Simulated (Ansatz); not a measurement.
# Al2O3 (Corundum): a many-body input that goes wrong, and its mend

A first try at the G0W0 gap of Al2O3 (Corundum), what the program said, and an input that works.

Main program and level: Ansatz 0.2.0; G0W0 on PBE, plane waves, PAW.

## Step 1: The starting structure

Symmetry: R-3c, No. 167, trigonal system. Conventional cell: a = 4.760 Å, b = 4.760 Å, c = 12.996 Å, α = 90.00°, β = 90.00°, γ = 120.00°. Al has 6 O at 1.85 to 1.97 Å nearest. Nearest to O lie 4 Al at 1.85 to 1.97 Å. Farther neighbours and most contacts between anions are not listed.

The cell and positions come from the Crystallography Open Database and are kept as given unless a step says otherwise. The default PAW set here is soft_2. Its files were made with PBE.

## Step 2: First try

Input file input.yaml:

```yaml
crystal:
  lattice:
    - [2.38025, 1.3742379782, 4.3318666667]
    - [-2.38025, 1.3742379782, 4.3318666667]
    - [0.0, -2.7484759565, 4.3318666667]
  atoms:
    - { symbol: Al, position: [0.35216, 0.35216, 0.35216] }
    - { symbol: Al, position: [0.14784, 0.14784, 0.14784] }
    - { symbol: Al, position: [0.64784, 0.64784, 0.64784] }
    - { symbol: Al, position: [0.85216, 0.85216, 0.85216] }
    - { symbol: O, position: [0.55668, 0.94332, 0.25] }
    - { symbol: O, position: [0.25, 0.55668, 0.94332] }
    - { symbol: O, position: [0.94332, 0.25, 0.55668] }
    - { symbol: O, position: [0.44332, 0.05668, 0.75] }
    - { symbol: O, position: [0.75, 0.44332, 0.05668] }
    - { symbol: O, position: [0.05668, 0.75, 0.44332] }
kpoints:
  mp_grid: { grid: [4, 4, 4] }
hamiltonian:
  xc: pbe
scf:
  occupations: { method: fixed }
gw:
  n_empty_bands: 4
  ecut_chi: 40
  qp_bands: [v3, c3]
  qp_kpoints: band_edges
  screening: { model: contour_deformation }
```

Launch:

```
> ansatz run input.yaml --threads 3 --pin off --max-ram 92160MiB --backend cuda --events-out ev --progress --plain --runs-dir out --devices 1 --max-vram 13GiB
```

Numbers of over 12 decimals in the logs are rounded to 6 here.

The log of the run:

```text
GPUs: using 1 of 1 available (devices: 1).
Engine: ansatz 0.2.0, x86_64-unknown-linux-gnu
Pseudopotentials: kind: paw
Pseudopotential: Al, paw, valence charge 3, recommended cutoff 420 eV (normal), Al.paw.azcp
Pseudopotential: O, paw, valence charge 6, recommended cutoff 420 eV (normal), O.paw.azcp
Functional definition: PBE
  parameter kappa = 0.804
  parameter beta = 0.066725
  exchange = pbe_x(kappa = kappa, mu = beta*pi^2/3)
  correlation = pbe_c(beta = beta)
device memory: the entry about to start is reckoned to put 1.7 GiB on a device that reports 50.1 GiB free (of which the cap on the GPU budget leaves the run 13.0 GiB)
GPU FFT provider: cuFFT
GPU libraries: cuBLAS 13.8.2, cuFFT 12.4.0, cuSOLVER 12.3.4
Crystal: 10 atoms, lattice volume = 85.018 Å³
Basis set: ecut = 420 eV, 1653 PW (Γ)
Bands: 34, of which v1, the nominal top of the filled ones, is band 24 counted from 1 (23 counted from 0)
Symmetry: 12 space group operations
Space group: R-3c (ITA 167), of the structure as read, at distance tolerance 4.4e-5 Å
k-points: 13 of 64
Non-local potential: Al, projectors of the file, l = 0: 2, l = 1: 2, l = 2: 1
Non-local potential: O, projectors of the file, l = 0: 2, l = 1: 2, l = 2: 1
PAW form: soft (Blöchl's): semilocal exchange-correlation on the pseudo side does not see the compensation charge
PAW one-centre angular grid: Al, 110 points (default); XC on 64 Gauss nodes
PAW one-centre angular grid: O, 110 points (default); XC on 64 Gauss nodes
Initial density: superposition of atomic densities (neutral atoms: chi_scale 0, normalization atom), corrected by the library's trained network
Initial wavefunctions: pseudopotential atomic-orbital guess
GPU buffer pool allocated for 46656 grid points (all kernels)
GPU transforms: local potential and band sums: pruned to the plane-wave sphere, on 36×36×36
Functional: x = pbe(κ = 0.804, μ = 0.219515), c = pbe(β = 0.066725)
SCF iter   1: F=—  HF=-5569.548618 eV  |F-HF|=—  |Δ(HF+E_count)|=         —  Δρ=1.69e-3  dr2=1.16e-3  ethr=1.77e-3  ⟨swp⟩=5.3  Hψ=1777  notcnv=0  defer=87
preconditioner: auto → Resta (q_TF=auto, 2.480 Å⁻¹)  ε∞=3.5  [insulator: Δε(μ)=6.209 eV  Ē_g=17.621 eV  n_scr=20 (ndim 8)  ℏωp=27.9 eV  f_vac=0.000  ε∞_Penn≈3.5]
SCF iter   2: F=—  HF=-5569.550190 eV  |F-HF|=—  |Δ(HF+E_count)|=   1.57e-3  Δρ=8.67e-4  dr2=2.49e-4  ethr=2.42e-6  ⟨swp⟩=2.1  Hψ=885  notcnv=0  defer=104
SCF iter   3: F=—  HF=-5569.550790 eV  |F-HF|=—  |Δ(HF+E_count)|=   6.00e-4  Δρ=2.46e-4  dr2=2.78e-5  ethr=5.20e-7  ⟨swp⟩=2.0  Hψ=656  notcnv=0  defer=104
SCF iter   4: F=—  HF=-5569.550832 eV  |F-HF|=—  |Δ(HF+E_count)|=   4.24e-5  Δρ=4.77e-5  dr2=1.01e-6  ethr=5.79e-8  ⟨swp⟩=2.0  Hψ=628  notcnv=0  defer=88
iter 5 did not close the SCF: its close was put off for the readings that it lacked (scf_convergence_deferred on its scf_iter line)
SCF iter   5: F=-5569.550833 eV  HF=-5569.550833 eV  |F-HF|=1.08e-8  |Δ(HF+E_count)|=   1.09e-6  Δρ=9.38e-6  dr2=3.27e-8  ethr=2.10e-9  ⟨swp⟩=2.0  Hψ=704  notcnv=0  defer=90
SCF iter   6: F=-5569.550833 eV  HF=-5569.550833 eV  |F-HF|=1.32e-9  |Δ(HF+E_count)|=   2.51e-9  Δρ=2.09e-6  dr2=2.10e-9  ethr=6.81e-11  ⟨swp⟩=10.0  Hψ=2376  notcnv=0
SCF 1 converged in 6 iterations: F = -5569.550833 eV  dr2 = 2.10e-9
[...]
device memory: the entry about to start is reckoned to put 2.3 GiB on a device that reports 49.1 GiB free (of which the cap on the GPU budget leaves the run 13.0 GiB)
NSCF: frozen V_eff on 13 k-points
[...]
device memory: the entry about to start is reckoned to put 1.5 GiB on a device that reports 49.6 GiB free (of which the cap on the GPU budget leaves the run 13.0 GiB)
NSCF: frozen V_eff on 13 k-points
G₀W₀ screening: q 1/13
[... further progress lines ...]
device memory: the entry about to start is reckoned to put 0.5 GiB on a device that reports 55.2 GiB free (of which the cap on the GPU budget leaves the run 13.0 GiB)
NSCF: frozen V_eff on 1 k-points
[...]
gw.qp_kpoints: band_edges: 11 of 13 stored k-points solved, in 1 pass; an edge of the gap read off the rows below is read off those points alone
    valence top: of the k-points left out ik 10 came nearest to being solved in a further pass, in band 24 (counted from 1, as in the quasiparticle table): it holds the edge there only if its correction is more favourable than any solved in that band by at least 0.513 eV; those differ by 0.153 eV
    conduction bottom: of the k-points left out ik 10 came nearest to being solved in a further pass, in band 25 (counted from 1, as in the quasiparticle table): it holds the edge there only if its correction is more favourable than any solved in that band by at least 2.830 eV; those differ by 0.722 eV
  `?` marks the rows in doubt; gw_qp.tsv's column doubts and the gw_qp event give each row's grounds
    ik  band        ε_KS         Σx   Σc(E_QP)       V_xc       Z   E_QP_lin       E_QP  E_QP is
     0    22      7.7066   -26.9900     3.1996   -21.3928  0.8516     5.2409     5.3091  root
     0    23      7.7066   -26.9900     3.1996   -21.3928  0.8516     5.2409     5.3091  root
     0    24      7.7510   -26.9138     3.1736   -21.3873  0.8526     5.3332     5.3981  root
     0    25     13.9678   -11.3835    -1.8432   -16.6328  0.8989    17.4639    17.3739  root
     0    26     16.9106    -7.9116    -1.6585   -13.5347  0.9140    21.0034    20.8752  root ?
     0    27     18.5127   -10.0280    -1.6866   -16.4078  0.9155    23.4173    23.2059  root ?
     1    22      7.3014   -26.5359     3.3189   -20.7076  0.8461     4.7105     4.7920  root
     1    23      7.5967   -26.8143     3.2469   -21.1261  0.8496     5.0824     5.1554  root
     1    24      7.6382   -26.8054     3.2305   -21.1611  0.8504     5.1538     5.2245  root
     1    25     15.2220   -11.9853    -1.8433   -17.4196  0.8954    18.9235    18.8131  root ?
     1    26     17.8162    -9.4428    -1.6338   -15.5046  0.9160    22.4166    22.2443  root ?
     1    27     17.9062    -8.6801    -1.5893   -14.5585  0.9161    22.3585    22.1953  root ?
     2    22      6.8416   -26.1453     3.4145   -20.1231  0.8415     4.1390     4.2338  root
     2    23      7.4771   -26.6211     3.2995   -20.8352  0.8474     4.9123     4.9907  root
     2    24      7.4771   -26.6211     3.2995   -20.8352  0.8474     4.9123     4.9907  root
     2    25     17.2217   -10.6074    -1.8792   -16.4907  0.8983    21.3886    21.2259  root ?
     2    26     17.2217   -10.6074    -1.8792   -16.4907  0.8983    21.3886    21.2259  root ?
     2    27     17.4052    -9.2525    -1.6592   -15.1779  0.9142    21.8286    21.6714  root ?
     3    22      7.1554   -26.3637     3.3797   -20.4132  0.8434     4.4956     4.5847  root
     3    23      7.4871   -26.6781     3.2365   -21.0193  0.8497     4.9928     5.0648  root
     3    24      7.5835   -26.8318     3.2476   -21.1425  0.8497     5.0688     5.1418  root
     3    25     15.4852   -11.9691    -1.8535   -17.4618  0.8950    19.2407    19.1243  root ?
     3    26     17.8853    -9.5193    -1.5732   -15.6005  0.9188    22.5696    22.3933  root ?
     3    27     17.9292    -8.6835    -1.6059   -14.5400  0.9147    22.3434    22.1798  root ?
     4    22      6.9760   -26.3645     3.3606   -20.4637  0.8443     4.3497     4.4359  root
[...]
4    25     16.8142   -10.9423    -1.8799   -16.7910  0.8983    20.9363    20.7830  root ?
     4    26     17.5646    -9.4356    -1.6809   -15.4323  0.9132    22.0478    21.8805  root ?
     4    27     17.7136    -8.7865    -1.6975   -14.6032  0.9100    21.9903    21.8329  root ?
[...]
9    23      7.3157   -26.5396     3.3084   -20.7311  0.8467     4.7354     4.8155  root
     9    24      7.3657   -26.5146     3.3166   -20.6918  0.8463     4.7784     4.8595  root
[...]
9    26     17.2598   -11.6040    -1.8703   -17.6914  0.8997    21.6612    21.4769  root ?
     9    27     17.5566    -7.6726    -1.6247   -13.3048  0.9136    21.7018    21.5642  root ?
    12    22      7.3684   -26.7487     3.2808   -20.9898  0.8482     4.8133     4.8902  root
    12    23      7.3684   -26.7487     3.2808   -20.9898  0.8482     4.8133     4.8902  root
    12    24      7.3684   -26.7487     3.2808   -20.9898  0.8482     4.8133     4.8902  root
    12    25     16.4293   -10.5419    -1.8765   -16.2397  0.8981    20.3877    20.2506  root ?
    12    26     16.4293   -10.5419    -1.8765   -16.2397  0.8981    20.3877    20.2506  root ?
    12    27     18.8590    -7.1141    -1.4415   -13.0268  0.9276    23.4937    23.3303  root ?
[key lines of the parts left out:]
SCF converged after 6 iterations
Free energy (F): -5569.550833 eV
Fermi energy:    7.750965 eV
```

The job ended after 6.9 s (1 × NVIDIA H100 80GB HBM3 (shared by 6 runs) with 3 threads of AMD EPYC 7R13 (Zen 3), shared host; peak memory 0.99 GiB; 7 s of CPU time).

**Diagnosis.**

The run ended normally, though the input holds a fault or crude settings.

The fault: four empty bands in G0W0. The sums over empty states are cut off almost at the gap, so screening and correlation are far from complete.

It printed a gap of 11.98 eV, which is an artefact of the settings.

## Step 3: A better input

Now the one-shot GW correction: screening in the RPA, then the self-energy of the levels asked for.

Edit input.yaml of step 2 so:

```diff
@@ -23,4 +23,4 @@
 gw:
-  n_empty_bands: 4
-  ecut_chi: 40
+  n_empty_bands: 164
+  ecut_chi: 90
   qp_bands: [v3, c3]
```

The log of the run:

```text
GPUs: using 1 of 1 available (devices: 1).
[...]
GPU FFT provider: cuFFT
GPU libraries: cuBLAS 13.8.2, cuFFT 12.4.0, cuSOLVER 12.3.4
Crystal: 10 atoms, lattice volume = 85.018 Å³
Basis set: ecut = 420 eV, 1653 PW (Γ)
Bands: 34, of which v1, the nominal top of the filled ones, is band 24 counted from 1 (23 counted from 0)
[... 1 set-up line as in the run before ...]
[...]
k-points: 13 of 64
[...]
GPU buffer pool allocated for 46656 grid points (all kernels)
[...]
SCF iter   1: F=—  HF=-5569.548618 eV  |F-HF|=—  |Δ(HF+E_count)|=         —  Δρ=1.69e-3  dr2=1.16e-3  ethr=1.77e-3  ⟨swp⟩=5.3  Hψ=1777  notcnv=0  defer=87
[...]
SCF iter   6: F=-5569.550833 eV  HF=-5569.550833 eV  |F-HF|=1.32e-9  |Δ(HF+E_count)|=   2.51e-9  Δρ=2.09e-6  dr2=2.10e-9  ethr=6.81e-11  ⟨swp⟩=10.0  Hψ=2376  notcnv=0
SCF 1 converged in 6 iterations: F = -5569.550833 eV  dr2 = 2.10e-9
[...]
0    22      7.7066   -26.9900     4.5133   -21.3928  0.8112     6.6150     6.6228  root
     0    23      7.7066   -26.9900     4.5133   -21.3928  0.8112     6.6150     6.6228  root
     0    24      7.7510   -26.9138     4.4630   -21.3873  0.8118     6.6800     6.6875  root
     0    25     13.9678   -11.3835    -3.8645   -16.6328  0.8537    15.3614    15.3526  root
     0    26     16.9106    -7.9116    -4.2590   -13.5347  0.8568    18.2845    18.2747  root
     0    27     18.5127   -10.0280    -4.4298   -16.4078  0.8471    20.4853    20.4627  root
     1    22      7.3014   -26.5359     4.6191   -20.7076  0.8086     6.0817     6.0921  root
     1    23      7.5967   -26.8143     4.5569   -21.1261  0.8103     6.4567     6.4654  root
[...]
12    24      7.3684   -26.7487     4.5898   -20.9898  0.8097     6.1897     6.1992  root
    12    25     16.4293   -10.5419    -4.1221   -16.2397  0.8466    18.0184    18.0050  root
    12    26     16.4293   -10.5419    -4.1221   -16.2397  0.8466    18.0184    18.0050  root
    12    27     18.8590    -7.1141    -4.4304   -13.0268  0.8564    20.3540    20.3413  root
[key lines of the parts left out:]
SCF converged after 6 iterations
Free energy (F): -5569.550833 eV
Fermi energy:    7.750965 eV
```

The job ended after 18 s (1 × NVIDIA H100 80GB HBM3 (shared by 6 runs) with 3 threads; peak memory 1.1 GiB; 14 s of CPU time).

This step gave:

```
bands summed                                 : 188
RPA ε∞ on this mesh (eigenvalues)            : 3.106, 3.125, 3.125
plane waves in the screening matrix          : 169
q-points in the mesh                         : 64
G0W0 gap on the mesh                         : 8.665 eV
k of the valence top                         : 0, 0, 0
k of the conduction bottom                   : 0, 0, 0
starting gap on the mesh                     : 6.217 eV
Z at the valence top                         : 0.8118
Z at the conduction bottom                   : 0.8537
least direct G0W0 gap on the computed points : 8.665 eV
```

The gap on the mesh goes from 6.22 eV to 8.67 eV, a correction of +2.45 eV. Between the two edge states, bare exchange in place of the xc potential would open the gap by 10.78 eV, and correlation takes back 8.33 eV.

## Step 4: Outcome

| Quantity | Value |
| --- | --- |
| first try | converged after 6.9 s |
| better run | G0W0 gap on the mesh 8.67 eV (4×4×4 mesh, 164 empty bands, screening to 90 eV) |

What this shows: The second run differs in: empty bands and screening cutoff (eV). Bands and cutoff are finite, so the gap is not at the basis limit. The miss can reach some tenths of an eV and take either sign; the mesh is an error of its own.

[Paths, hosts, dates, memory and timing lines, banners, echoed tables and standing remarks are left out of the program output.]

[Logs are printed without paths, hosts, clocks, repeated set-up lines and the standing remarks that a program may print on its own settings, such as how far it seeks lower states.]

[Runs of the session that timed out or met a known fault of the program may be left out.]

[Cells called generated may have been cut or substituted from an entry of the Crystallography Open Database or the Materials Project.]

[Hosts, paths, dates, database ids (printed as entryN), source tags and the programs' standing remarks are cut or masked in the printed files.]
